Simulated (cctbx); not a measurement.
## Occupancies in Dy2AlPd2

Cell a = 7.4370 Å, b = 7.4370 Å, c = 3.5740 Å, α = 90.00°, β = 90.00°, γ = 90.00°; space group P4/mbm (no. 127); nominal formula Dy2AlPd2.

Simulated single-crystal data (cctbx): Ag Kα, λ = 0.56087 Å, to d = 0.7 Å, 80 % of the full sphere, strongest reflection 20000 counts, noise from counting, a 4 % proportional error and a noise floor of 8 counts (s.d.); no absorption.

With every site full:

```text
Rint 0.037, 190 unique reflections to 0.70 A
cycle     R1     wR2    GooF  max shift (A)
   1  0.1541  0.3401  16.264   0.00056
   2  0.0291  0.0792   3.786   0.00006
final R1 0.0292 wR2 0.0792 GooF 3.785  parameters 10  data/parameter 19.0
atom        x        y        z      Ueq    occ   su(xyz)  su(Uiso or U11)
Dy1    0.66666  0.16666  0.50000   0.0063  1.000  0.00008  0.0003
Pd1    0.62791  0.87209  0.00000   0.0045  1.000  0.00013  0.0004
Al2    0.50000  0.50000  0.00000  -0.0148  1.000  0.00000  0.0010  NPD
difference map: max 8.02 min -1.10 rms 0.63
Q1    0.0000  0.0000  0.0000    2    8.02  0.00 A from Al2
Q2    0.1420  0.6420  0.0000    4    1.62  0.15 A from Pd1
Q3    0.0412  0.1720  0.0000    8    0.74  1.32 A from Al2
Q4    0.0818  0.7455  0.2225   16    0.72  1.23 A from Pd1
Q5    0.0558  0.8698  0.2463   16    0.70  1.37 A from Al2
Q6    0.0000  0.0000  0.3712    4    0.68  1.33 A from Al2
```

With the occupancies of the suspect sites free, each still typed as its main element:

```text
Rint 0.037, 190 unique reflections to 0.70 A
cycle     R1     wR2    GooF  max shift (A)
   1  0.0926  0.2152  10.350   0.00028
  20  0.0083  0.0203   0.976   0.00000
final R1 0.0082 wR2 0.0200 GooF 0.964  parameters 12  data/parameter 15.8
atom        x        y        z      Ueq    occ   su(xyz)  su(Uiso or U11)
Dy1    0.66662  0.16662  0.50000   0.0061  0.956  0.00002  0.0001
Pd1    0.62790  0.87210  0.00000   0.0061  1.000  0.00003  0.0001
Al2    0.50000  0.50000  0.00000  -0.0007  1.417  0.00000  0.0004  NPD
su of occupancy Dy1: 0.002
su of occupancy Al2: 0.013
difference map: max 0.68 min -0.89 rms 0.20
Q1    0.0000  0.0000  0.0000    2    0.69  0.00 A from Al2
Q2    0.1306  0.6306  0.5000    4    0.68  1.79 A from Pd1
Q3    0.1690  0.2503  0.0000    8    0.57  1.76 A from Pd1
Q4    0.0823  0.7329  0.2296   16    0.57  1.18 A from Pd1
Q5    0.0303  0.3319  0.1318   16    0.55  1.30 A from Pd1
Q6    0.0242  0.1974  0.0000    8    0.55  1.48 A from Al2
```

**Question.** What is the disorder?

X-rays count electrons. Dy1 refines to 0.956(0.002), or 63.1 electrons; the site truly holds 0.95 Dy and 0.05 Al, 63.3 electrons, which is 0.960 of Dy; Al2 refines to 1.417(0.013), or 18.4 electrons; the site truly holds 0.9 Al and 0.1 Dy, 18.3 electrons, which is 1.408 of Al. A value under 1 can't tell vacancies from a lighter guest, and one over 1 needs a heavier guest; chemistry or a second radiation must settle which. Occupancy correlates with U and the scale, and the two elements' form factors differ in shape, so the match is approximate.

Freeing them takes R1 from 0.0292 to 0.0082 and GooF from 3.79 to 0.96.

The model was made for the exercise: a known structure type with other elements put in, its volume estimated, not relaxed; displacement parameters are assumed.

[Middle refinement cycles are left out of these outputs.]

[Logs are printed without paths, hosts, clocks, repeated set-up lines and the standing remarks that a program may print on its own settings, such as how far it seeks lower states.]
